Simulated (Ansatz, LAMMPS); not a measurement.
# Relaxing aqueous NH4+ and HCO3-, 3.6 mol of salt per kg of water, from a frame at 300 K (113 atoms)

How does aqueous NH4+ and HCO3-, 3.6 mol of salt per kg of water, from a frame at 300 K (113 atoms) relax, and what do bonds, charges and levels look like afterwards?

Calculated with Ansatz 0.2.0; Kohn-Sham DFT, PBE+D4, PAW (set soft_2), plane waves.

### Step 1. The starting structure

The cell holds 113 atoms: 2 N, 72 H, 37 O and 2 C. Its edges and angles: a = 10.228 Å, b = 10.228 Å, c = 10.228 Å, α = 90.0°, β = 90.0°, γ = 90.0°. 31 H2O, 2 NH4+, 2 HCO3- placed at random, at 1.11 g/cm³; overlaps pushed apart, then 10 ps at 420 K with MMFF94 bonds, angles, torsions, charges and radii (Halgren, J. Comput. Chem. 17, 490 (1996)) in harmonic and 12-6 forms; SPC/E water (Berendsen, Grigera and Straatsma, J. Phys. Chem. 91, 6269 (1987)). Snapshot after 20 ps at 300 K and fixed volume.

Before any run, some limits are plain. The network of contacts between molecules at the start is that of the classical potential that made the cell. The concentration wasn't checked against solubility and may exceed it. The density was typed from a rule of thumb and may lie off the real one at this temperature. Only the Γ point is sampled, in a cell whose shortest periodic width is 10 Å.

### Step 2. Making the structure

A classical potential makes the cell, at a small fraction of what the same run would cost in DFT.

This step: classical MD, MMFF94 bonds, angles, torsions, charges and radii (Halgren, J. Comput. Chem. 17, 490 (1996)) in harmonic and 12-6 forms; SPC/E water (Berendsen, Grigera and Straatsma, J. Phys. Chem. 91, 6269 (1987)) (LAMMPS 22 Jul 2025 - Update 4).

in.lmp

```
# aqueous NH4+ and HCO3-, 3.6 mol of salt per kg of water
units real
atom_style full
boundary p p p
bond_style harmonic
angle_style harmonic
dihedral_style opls
improper_style harmonic
special_bonds lj 0 0 0.5 coul 0 0 0.75
read_data data.lmp
neigh_modify delay 0 every 1 check yes one 4000
comm_modify cutoff 12.0
timestep 0.5
thermo_style custom step time temp pe press density
thermo_modify norm yes
# push overlapping molecules apart
pair_style soft 2.6
pair_coeff * * 0.0
variable a equal ramp(1,60)
fix ad all adapt 1 pair soft a * * v_a
velocity all create 420 745083 mom yes dist gaussian
fix lim all nve/limit 0.03
fix lan all langevin 420 420 50 745084 zero yes
thermo 1000
run 3000 post no
unfix ad
pair_style lj/cut/coul/long 9.0
pair_modify mix arithmetic tail yes
pair_coeff 1 1 0.0721 3.3270   # N
pair_coeff 2 2 0.0100 1.2000   # H
pair_coeff 3 3 0.0763 3.0430   # O
pair_coeff 4 4 0.0678 3.4070   # C
pair_coeff 5 5 0.0763 3.0960   # O
pair_coeff 6 6 0.1553 3.1660   # O
# [... 20 lines left out ...]
compute msd all msd com yes
thermo 5000
fix md all nvt temp 300 300 100
run 20000 post no
print "== T300: mean square displacement over the hold $(c_msd[4]:%.2f) A^2"
unfix md
uncompute msd
write_dump all custom T300.dump id type xs ys zs modify sort id
```

On the command line:

```sh
$ lmp -in in.lmp -log none -nocite
```

Numbers of over 12 decimals in the logs are rounded to 6 here.

Log:

```text
LAMMPS (22 Jul 2025 - Update 4)
Reading data file ...
  orthogonal box = (0 0 0) to (10.22827 10.22827 10.22827)
  113 atoms
  orthogonal box = (0 0 0) to (10.22827 10.22827 10.22827)
  78 bonds
  51 angles
  4 dihedrals
  2 impropers
   Step          Time           Temp          PotEng         Press         Density
         0   0              420            0.37113469     12988.349      1.1119984
      1000   500            370.72392      1.1556674      44857.393      1.1119984
      2000   1000           368.63991      1.0120242      41301.488      1.1119984
      3000   1500           413.32373      1.0319488      71744.047      1.1119984
Loop time of 0.152205 s on 1 MPI rank(s) for 3000 steps with 113 atoms
PPPM initialization ...
  G vector (1/distance) = 0.32109449
  grid = 8 8 8
  estimated relative force accuracy = 2.7980311e-05
   Step          Time           Temp          PotEng         Press         Density
      3000   1500           413.32373     -2.8099667      42190.229      1.1119984
      3100   1550           413.32373     -8.3979973     -293.69178      1.1119984
      3200   1600           413.32373     -8.7466218     -690.35893      1.1119984
      3300   1650           413.32373     -8.8536815      1902.805       1.1119984
Loop time of 0.338527 s on 1 MPI rank(s) for 300 steps with 113 atoms
[... 2 lines left out ...]
  Energy initial, next-to-last, final =
     -2.80996669260493  -8.85329623383035  -8.85368152304177
  Force two-norm initial, final = 557.36046 10.175516
  Iterations, force evaluations = 300 596
   Step          Time           Temp          PotEng         Press         Density
         0   0              420           -8.8536815      1998.0215      1.1119984
      1000   500            432.55041     -7.4478442     -354.58177      1.1119984
      2000   1000           379.91901     -7.5812509     -2177.4576      1.1119984
Loop time of 0.844571 s on 1 MPI rank(s) for 2000 steps with 113 atoms
   Step          Time           Temp          PotEng         Press         Density
      2000   1000           525.32011     -8.0545068     -4221.6455      1.1119984
[... 5 lines left out ...]
Loop time of 4.67186 s on 1 MPI rank(s) for 10000 steps with 113 atoms
   Step          Time           Temp          PotEng         Press         Density
[... 4 lines left out ...]
Loop time of 2.30546 s on 1 MPI rank(s) for 5000 steps with 113 atoms
   Step          Time           Temp          PotEng         Press         Density
[... 2 lines left out ...]
     25000   24000          244.33711     -8.0079638     -4687.3388      1.1119984
     30000   29000          291.00419     -8.0143809      4119.009       1.1119984
     35000   34000          335.08148     -8.0636014      5066.0992      1.1119984
     37000   36000          315.34539     -8.2024691     -392.17801      1.1119984
Loop time of 8.92786 s on 1 MPI rank(s) for 20000 steps with 113 atoms
== T300: mean square displacement over the hold 12.12 A^2
```

The job ended after 17 s (1 thread of Arm Neoverse V2, shared host; peak memory 0.12 GiB).

The input also reads data.lmp (atoms, bonds and types; not printed here).

### Step 3. Single point at the start

A single point comes first, to see the forces before anything moves.

input.yaml

```yaml
crystal:
  lattice:
    - [10.22827, 0.0, 0.0]
    - [0.0, 10.22827, 0.0]
    - [0.0, 0.0, 10.22827]
  atoms:
    - { symbol: "N", position: [0.38336, 0.85011, 0.34338] }
    - { symbol: H, position: [0.41678, 0.93276, 0.3986] }
    - { symbol: H, position: [0.28147, 0.86438, 0.33728] }
    - { symbol: H, position: [0.39934, 0.76517, 0.39446] }
    - { symbol: H, position: [0.42959, 0.84822, 0.25438] }
    - { symbol: "N", position: [0.38191, 0.35529, 0.12118] }
    - { symbol: H, position: [0.36048, 0.25961, 0.11491] }
    - { symbol: H, position: [0.35857, 0.38114, 0.21985] }
    - { symbol: H, position: [0.32818, 0.40893, 0.05571] }
    - { symbol: H, position: [0.47908, 0.37028, 0.10445] }
    - { symbol: O, position: [0.80022, 0.53713, 0.04428] }
    - { symbol: C, position: [0.68484, 0.48532, 0.02649] }
    - { symbol: O, position: [0.60112, 0.54692, 0.95654] }
    - { symbol: O, position: [0.66723, 0.37964, 0.08619] }
    - { symbol: H, position: [0.79025, 0.60797, 0.97777] }
    - { symbol: O, position: [0.2968, 0.11825, 0.05853] }
    - { symbol: C, position: [0.17836, 0.07956, 0.03006] }
    - { symbol: O, position: [0.16721, 0.06764, 0.91433] }
    - { symbol: O, position: [0.11034, 0.04973, 0.12748] }
    - { symbol: H, position: [0.30176, 0.13018, 0.96304] }
    - { symbol: O, position: [0.74707, 0.0052, 0.83257] }
    - { symbol: H, position: [0.70974, 0.05707, 0.90656] }
    - { symbol: H, position: [0.82756, 0.04947, 0.79909] }
    - { symbol: O, position: [0.56046, 0.28654, 0.52336] }
    - { symbol: H, position: [0.62527, 0.29256, 0.45041] }
    - { symbol: H, position: [0.60635, 0.29889, 0.60881] }
    - { symbol: O, position: [0.29379, 0.4787, 0.89885] }
    - { symbol: H, position: [0.25446, 0.43683, 0.81975] }
    - { symbol: H, position: [0.36668, 0.53787, 0.87156] }
    - { symbol: O, position: [0.46844, 0.63061, 0.7565] }
    - { symbol: H, position: [0.53198, 0.59986, 0.82415] }
    - { symbol: H, position: [0.45218, 0.72631, 0.76818] }
    - { symbol: O, position: [0.09289, 0.7528, 0.62978] }
    - { symbol: H, position: [0.09435, 0.78442, 0.72228] }
    - { symbol: H, position: [0.00067, 0.7511, 0.59737] }
    - { symbol: O, position: [0.07266, 0.37839, 0.13115] }
    - { symbol: H, position: [0.04826, 0.4587, 0.18128] }
    - { symbol: H, position: [0.0129, 0.30509, 0.15593] }
    - { symbol: O, position: [0.73461, 0.32568, 0.3097] }
    - { symbol: H, position: [0.80796, 0.26147, 0.30221] }
    - { symbol: H, position: [0.70725, 0.35448, 0.22037] }
    - { symbol: O, position: [0.10903, 0.89994, 0.33811] }
    - { symbol: H, position: [0.11253, 0.95115, 0.2549] }
    - { symbol: H, position: [0.04249, 0.9394, 0.39788] }
    - { symbol: O, position: [0.51924, 0.90749, 0.74366] }
    - { symbol: H, position: [0.60384, 0.95308, 0.76161] }
    - { symbol: H, position: [0.44488, 0.96796, 0.76297] }
    - { symbol: O, position: [0.08553, 0.81453, 0.88505] }
    - { symbol: H, position: [0.12695, 0.75644, 0.9519] }
    - { symbol: H, position: [0.10037, 0.90804, 0.90945] }
    - { symbol: O, position: [0.95992, 0.1236, 0.75647] }
    - { symbol: H, position: [0.04344, 0.10998, 0.80543] }
    - { symbol: H, position: [0.92697, 0.21418, 0.77279] }
    - { symbol: O, position: [0.92873, 0.15277, 0.25682] }
    - { symbol: H, position: [0.00239, 0.10858, 0.21012] }
    - { symbol: H, position: [0.91924, 0.11451, 0.34628] }
    - { symbol: O, position: [0.48579, 0.98876, 0.10924] }
    - { symbol: H, position: [0.40538, 0.0442, 0.10492] }
    - { symbol: H, position: [0.56487, 0.04509, 0.09778] }
    - { symbol: O, position: [0.59899, 0.66838, 0.33225] }
    - { symbol: H, position: [0.60513, 0.6806, 0.23544] }
    - { symbol: H, position: [0.62625, 0.57739, 0.35541] }
    - { symbol: O, position: [0.99674, 0.36799, 0.8474] }
    - { symbol: H, position: [0.94788, 0.44001, 0.80285] }
    - { symbol: H, position: [0.00316, 0.38726, 0.94304] }
    - { symbol: O, position: [0.4056, 0.07053, 0.48678] }
    - { symbol: H, position: [0.32562, 0.06145, 0.54227] }
    - { symbol: H, position: [0.43832, 0.16253, 0.49157] }
    - { symbol: O, position: [0.46634, 0.70919, 0.07043] }
    - { symbol: H, position: [0.52139, 0.63895, 0.03049] }
    - { symbol: H, position: [0.48498, 0.79434, 0.02615] }
    - { symbol: O, position: [0.67682, 0.30114, 0.76244] }
    - { symbol: H, position: [0.72138, 0.38581, 0.74236] }
    - { symbol: H, position: [0.68353, 0.28269, 0.85822] }
    - { symbol: O, position: [0.42556, 0.20489, 0.84335] }
    - { symbol: H, position: [0.50954, 0.22902, 0.79948] }
    - { symbol: H, position: [0.35038, 0.23373, 0.7879] }
    - { symbol: O, position: [0.83936, 0.74413, 0.88125] }
    [... 29 atom lines left out ...]
    - { symbol: O, position: [0.23676, 0.9925, 0.6824] }
    - { symbol: H, position: [0.17922, 0.91952, 0.65203] }
    - { symbol: H, position: [0.21284, 0.01688, 0.77401] }
    - { symbol: O, position: [0.1873, 0.66114, 0.06559] }
    - { symbol: H, position: [0.19535, 0.58497, 0.00483] }
    - { symbol: H, position: [0.27648, 0.69174, 0.09148] }
kpoints:
  mp_grid: { grid: [1, 1, 1] }
hamiltonian:
  xc: pbe
  dispersion: d4
scf:
  occupations: { method: fixed }
output:
  forces: true
  stress: true
  populations: true
  dos:
    method: { smearing: { sigma: 0.15 } }
    de: 0.1
    projected: { site_lists: { C: [C], H: [H], "N": ["N"], O: [O] } }
  eigenvalues: true
```

On the command line:

```sh
$ ansatz run input.yaml --threads 4 --pin off --max-ram 8192MiB --backend cpu --events-out ev --progress --plain --runs-dir out
```

Log:

```text
Engine: ansatz 0.2.0, aarch64-unknown-linux-gnu
Pseudopotentials: kind: paw
Pseudopotential: N, paw, valence charge 5, recommended cutoff 420 eV (normal), N.paw.azcp
Pseudopotential: H, paw, valence charge 1, recommended cutoff 420 eV (normal), H.paw.azcp
Pseudopotential: O, paw, valence charge 6, recommended cutoff 420 eV (normal), O.paw.azcp
Pseudopotential: C, paw, valence charge 4, recommended cutoff 420 eV (normal), C.paw.azcp
[... 5 lines on functional and potentials left out ...]
Crystal: 113 atoms, lattice volume = 1070.056 Å³
Basis set: ecut = 420 eV, 20863 PW (Γ), exchange–correlation on 144×144×144 points (8 copies of the dense FFT grid, shifted against one another)
Bands: 269, of which v1, the nominal top of the filled ones, is band 156 counted from 1 (155 counted from 0)
Symmetry: 1 space group operations
Space group: P1 (ITA 1), of the structure as read, at distance tolerance 1.0e-4 Å
k-points: 1
[... 9 lines on functional and potentials left out ...]
Initial density: superposition of atomic densities (neutral atoms: chi_scale 0, normalization atom), corrected by the library's trained network
Initial wavefunctions: pseudopotential atomic-orbital guess
Functional: x = pbe(κ = 0.804, μ = 0.219515), c = pbe(β = 0.066725)
SCF iter   1: F=—  HF=-23424.631736 eV  |F-HF|=—  |Δ(HF+E_count)|=         —  Δρ=3.99e-3  dr2=2.10e-1  ethr=1.77e-3  ⟨swp⟩=5.0  Hψ=954  notcnv=0  defer=111
preconditioner: auto → Resta (q_TF=auto, 2.222 Å⁻¹)  ε∞=2.2  [insulator: Δε(μ)=4.348 eV  Ē_g=18.014 eV  n_scr=202 (ndim 8)  ℏωp=20.0 eV  f_vac=0.262  ε∞_Penn≈2.2]
SCF iter   2: F=—  HF=-23424.542680 eV  |F-HF|=—  |Δ(HF+E_count)|=   8.91e-2  Δρ=2.01e-3  dr2=3.75e-2  ethr=6.73e-5  ⟨swp⟩=2.0  Hψ=466  notcnv=0  defer=111
SCF iter   3: F=—  HF=-23424.522792 eV  |F-HF|=—  |Δ(HF+E_count)|=   1.99e-2  Δρ=8.70e-4  dr2=1.05e-2  ethr=1.20e-5  ⟨swp⟩=2.0  Hψ=323  notcnv=0  defer=111
SCF iter   4: F=—  HF=-23424.518956 eV  |F-HF|=—  |Δ(HF+E_count)|=   3.84e-3  Δρ=3.53e-4  dr2=1.37e-3  ethr=3.38e-6  ⟨swp⟩=2.0  Hψ=321  notcnv=0  defer=111
SCF iter   5: F=—  HF=-23424.518820 eV  |F-HF|=—  |Δ(HF+E_count)|=   1.36e-4  Δρ=1.54e-4  dr2=2.17e-4  ethr=4.39e-7  ⟨swp⟩=3.0  Hψ=323  notcnv=0  defer=111
SCF iter   6: F=—  HF=-23424.518802 eV  |F-HF|=—  |Δ(HF+E_count)|=   1.85e-5  Δρ=4.43e-5  dr2=1.90e-5  ethr=6.95e-8  ⟨swp⟩=2.0  Hψ=321  notcnv=0  defer=104
SCF iter   7: F=—  HF=-23424.520087 eV  |F-HF|=—  |Δ(HF+E_count)|=   1.29e-3  Δρ=1.57e-5  dr2=2.12e-6  ethr=6.10e-9  ⟨swp⟩=2.0  Hψ=425  notcnv=0  defer=104
SCF iter   8: F=—  HF=-23424.520088 eV  |F-HF|=—  |Δ(HF+E_count)|=   4.22e-7  Δρ=6.51e-6  dr2=3.82e-7  ethr=6.81e-10  ⟨swp⟩=2.0  Hψ=321  notcnv=0  defer=104
SCF iter   9: F=-23424.520088 eV  HF=-23424.520088 eV  |F-HF|=2.00e-10  |Δ(HF+E_count)|=   4.01e-8  Δρ=1.77e-6  dr2=3.03e-8  ethr=3.21e-11  ⟨swp⟩=17.0  Hψ=2013  notcnv=0
SCF 1 converged in 9 iterations: F = -23424.520088 eV  dr2 = 3.03e-8
  greatest PAW one-centre occupation: 0.879 electrons in one spin orbital (limit 2), on the O atom at site 15 (counted from 0), in its partial waves of l = 0
SCF converged after 9 iterations
Free energy (F): -23424.520088 eV
Harris-Foulkes:  -23424.520088 eV  (|F-HF|=2.00e-10)
Internal energy: -23424.520088 eV  (E = F + TS)
E sigma→0 (E₀):  -23424.520088 eV
Fermi energy:    -1.598517 eV
--- Per-component energies (eV) ---
  E_band       = -2917.687813
  E_kinetic    = 7921.607643
  E_local      = -25430.694524  (includes V_loc(G=0)·N_el)
  E_nonlocal   = 2050.782859
  E_hartree    = 9269.057557
  E_xc         = -3562.676138
  E_vxc        = -4548.804663  (∫ρ·V_xc dr)
  E_paw        = -6364.492889  (= ΣΔE_a)
  E_vpaw       = -1448.704793  (= ΣTr[D̂ρ^β])
  E_aug_tail   = 0.008901  (compensation charges beyond the density's cutoff)
  E_ewald      = -7304.184718
  E_disp       = -3.928777  (pairwise vdW)
  E_smearing   = -0.000000  (= −TS)
  E_closure    = 0.000000  (closes the sum)
  Σ components = -23424.520088   (vs F -23424.520088, Δ=0.00e0)
--- Forces (eV/Å), atoms counted from 1 ---
  atom   1  N     -0.24296623     0.63075257     0.54199859
  atom   2  H     -0.16993676    -0.21772260    -0.31555619
  atom   3  H      0.31534160    -0.09551432    -0.04559575
  atom   4  H     -0.09345849    -0.19214175     0.04915718
  atom   5  H     -0.05170296     0.17170924    -0.17773210
  atom   6  N     -0.18401321     1.20359732     2.28228358
  atom   7  H     -0.28197677    -0.68678929    -0.35866289
  atom   8  H      0.57540760     0.05079921    -0.64130879
  atom   9  H     -0.25066358     0.01467567    -0.66463936
  atom  10  H      0.48480427     0.00223995    -0.03295362
  atom  11  O      0.82610341     1.23520826    -1.06488766
  atom  12  C     -1.68058414    -0.17854219    -0.27304966
  atom  13  O      1.24538388    -1.46928001     0.55236464
  atom  14  O     -1.41802277    -0.58431988    -0.57136577
[...]
atom 112  H      0.76052196     0.26822698     0.34192268
  atom 113  H     -0.29703238    -0.69460664    -0.73838396
  max |Σ_I F_I| component: 1.97e-5 eV/Å
--- Stress (GPa, compression-positive) ---
        0.741894       0.549744      -0.221943
        0.549744       0.135479       0.059723
       -0.221942       0.059723      -0.353502
  P = ⅓ Tr σ = 0.1746 GPa (1.746 kbar)
--- Band table (eV) ---
  k-point 0: bands = ["-26.0525", "-24.8419", "-22.2706", "-21.9390", [... 253 levels ...], "11.4855", "11.5519", "11.6099", "11.6659", "11.7326", "11.7539", "11.7898", "11.8345", "11.9021", "11.9351", "11.9843", "12.0540"]
--- Löwdin populations: 113 sites ---
  site symbol       q [e]
     0      N      5.5232
     1      H      0.6544
     2      H      0.6641
[...]
112      H      0.6084
  spilling = 0.011269 (of n_electrons = 312.000000)
```

It took 13 s on 4 threads of Arm Neoverse V2, shared host; peak memory 1.2 GiB; 50 s of CPU time.

Numbers from this run:

```
free energy                                      : -23424.5201 eV
free energy per atom                             : -207.2966 eV/atom
SCF cycles                                       : 9
pressure                                         : 0.1746 GPa
r.m.s. force component                           : 0.8112 eV/Å
longest force                                    : 7.406 eV/Å
Fermi energy                                     : -1.599 eV
gap (highest filled to lowest empty level) : 4.247 eV
spilling of the projection                       : 0.01127
```

The r.m.s. force component of 0.81 eV/Å and the pressure of 0.17 GPa set the starting point.

Neighbours are counted within 1.21 Å (H-O), 1.27 Å (H-N), 1.73 Å (O-C).

Length of the force by element and coordination:

```tsv
element	coordination	atoms	mean length of the force (eV/Å)	spread	least	most
C	all	2	4.56	2.85	1.71	7.41
H	all	72	0.929	0.475	0.219	3.67
N	all	2	1.73	0.860	0.866	2.59
O	all	37	1.07	1.000	0.248	6.37
O	1	4	2.89	2.02	1.53	6.37
O	2	33	0.852	0.422	0.248	2.22
```

(Part 1 of 3 ends here.)

[Logs are printed without paths, hosts, clocks, repeated set-up lines and the standing remarks that a program may print on its own settings, such as how far it seeks lower states.]

[Hosts, paths, dates, database ids (printed as entryN), source tags and the programs' standing remarks are cut or masked in the printed files.]

[The MMFF94 radii named for the starting cell were scaled by 0.96; in molecules described by MMFF94, hydrogen bound to N, O or S took a small fixed 12-6 site in their place.]
